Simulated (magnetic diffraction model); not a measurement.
## Solving a magnetic structure from powder neutron data: DySc6Cu6

Space group Immm (no. 71), a = 5.2160 Å, b = 8.8630 Å, c = 9.2440 Å.

```
site  atom    x       y       z
  2a    Dy    0       0       0
  4h    Cu    0  0.2697     1/2
  8k    Cu  1/4     3/4     1/4
  4j    Sc  1/2       0  0.1993
  4g    Sc  1/2  0.8458     1/2
  4i    Sc    0       0  0.6530
```

The compound is invented for this exercise: a known structure type with other elements, its cell scaled to their sizes and not relaxed.

Only Dy is taken to order (form factors of Dy3+); orders and moment sizes are assumed, and not adapted to the symmetry. Radiation: neutrons of λ = 2.41 Å (absorption by Dy left out), 1.5° to 80°; isotropic B of 0.19 Å² (Dy), 0.23 Å² (Cu) and 0.38 Å² (Sc). The intensities are simulated: I ∝ L Σ (|F_N|² + |F_M⊥|²) for unpolarised neutrons, with F_M = 2.695 fm/μB × Σ f(s) S exp(2πi Q·r) exp(−B s²) at Q = H ± k (one set where k and −k are equivalent), only the part normal to Q counting and L = 1/(sin²θ cos θ). For a modulated order the moment at position r is S exp(−2πi k·r) + c.c., with S = m/2 for a sine wave of amplitude m and S = m(u + iv)/2 for moments turning in a plane, u and v being orthogonal unit vectors in it; the phase factor of the sum at Q = H + k is then exp(2πi H·r). Form factors are spin-only for 3d ions and dipole or tabulated for f ions, scattering lengths are Sears's of 1992, and absorption is left out. A label names one of the reflections at its angle. The strongest nuclear line in the range is 100, and lines under 0.2 are left out.

Above the ordering temperature:

```tsv
2θ (°)	index	I
30.77	(1 0 1)	0.7
31.56	(0 2 0)	2.5
43.92	(1 1 2)	6.4
44.26	(0 2 2)	0.3
48.92	(0 1 3)	1.3
50.71	(0 3 1)	13.5
54.03	(1 0 3)	70.8
55.04	(2 0 0)	39.8
55.91	(1 3 0)	29.7
62.85	(0 0 4)	33.5
63.93	(1 2 3)	100.0
64.08	(2 0 2)	39.8
64.84	(2 2 0)	58.5
64.88	(1 3 2)	72.7
65.89	(0 4 0)	45.6
68.81	(0 3 3)	15.2
71.79	(1 1 4)	11.4
72.04	(0 2 4)	22.9
73.19	(2 2 2)	80.2
74.18	(0 4 2)	19.7
74.47	(1 4 1)	24.0
76.69	(2 1 3)	1.3
```
(The table stops after 22 lines; 1 more lie at higher angle.)

Below it (cell unchanged):

```csv
2θ (°),I
5.30,80.8
22.36,9.3
26.14,5.3
26.53,5.1
30.71,2.4
30.77,0.7
31.56,2.5
32.02,2.1
35.68,3.0
35.97,3.0
40.64,3.2
41.42,3.1
43.92,6.4
44.26,0.3
44.61,2.1
47.67,2.6
48.36,2.5
48.92,1.3
49.14,0.8
49.24,1.7
50.71,13.5
51.02,1.6
51.26,0.9
53.20,0.8
54.03,70.8
54.32,2.5
55.04,39.8
55.91,29.7
57.29,0.8
58.79,1.0
59.10,0.7
59.58,0.9
61.09,0.5
61.45,1.2
62.42,1.1
62.85,33.5
```
(The table stops after 36 lines; 31 more lie at higher angle.)

**Question.** Find the propagation vector, then choose among these models:
A. a sine wave with moments along [010] (amplitudes given), 5.9 μB on Dy
B. moments turning in the plane of [010] and [001], 5.9 μB on Dy
C. moments turning in the plane of [001] and [100], 5.9 μB on Dy
D. moments turning in the plane of [100] and [010], 5.9 μB on Dy

The new lines index as (1/5 0 0) at 5.30°, (1/5 1 1) at 22.36°, (4/5 0 1) at 26.14° and (4/5 1 0) at 26.53°, that is as H ± k with k = (1/5 0 0). Satellites come in pairs about each point of the reciprocal lattice.

Magnetic intensity, observed (below minus above) and for each model:

| 2θ (°) | index | observed | A | B | C | D |
| --- | --- | --- | --- | --- | --- | --- |
| 5.30 | (1/5 0 0) | 80.8 | 40.4 | 80.8 | 40.4 | 40.4 |
| 22.36 | (1/5 1 1) | 9.3 | 4.5 | 9.3 | 13.1 | 12.8 |
| 26.14 | (4/5 0 1) | 5.3 | 3.2 | 5.3 | 3.2 | 4.2 |
| 26.53 | (4/5 1 0) | 5.1 | 2.0 | 5.1 | 4.2 | 3.1 |
| 30.71 | (1/5 0 2) | 2.4 | 2.3 | 2.4 | 2.3 | 4.5 |
| 32.02 | (1/5 2 0) | 2.1 | <0.2 | 2.1 | 4.1 | 2.1 |
| 41.42 | (4/5 2 1) | 3.1 | 1.0 | 3.1 | 3.9 | 2.8 |
| 51.02 | (1/5 3 1) | 1.6 | <0.2 | 1.6 | 2.9 | 1.7 |

Model B matches.

The structure used: k = (1/5 0 0), moments turning in the plane of [010] and [001], 5.9 μB on Dy.

[Logs are printed without paths, hosts, clocks, repeated set-up lines and the standing remarks that a program may print on its own settings, such as how far it seeks lower states.]
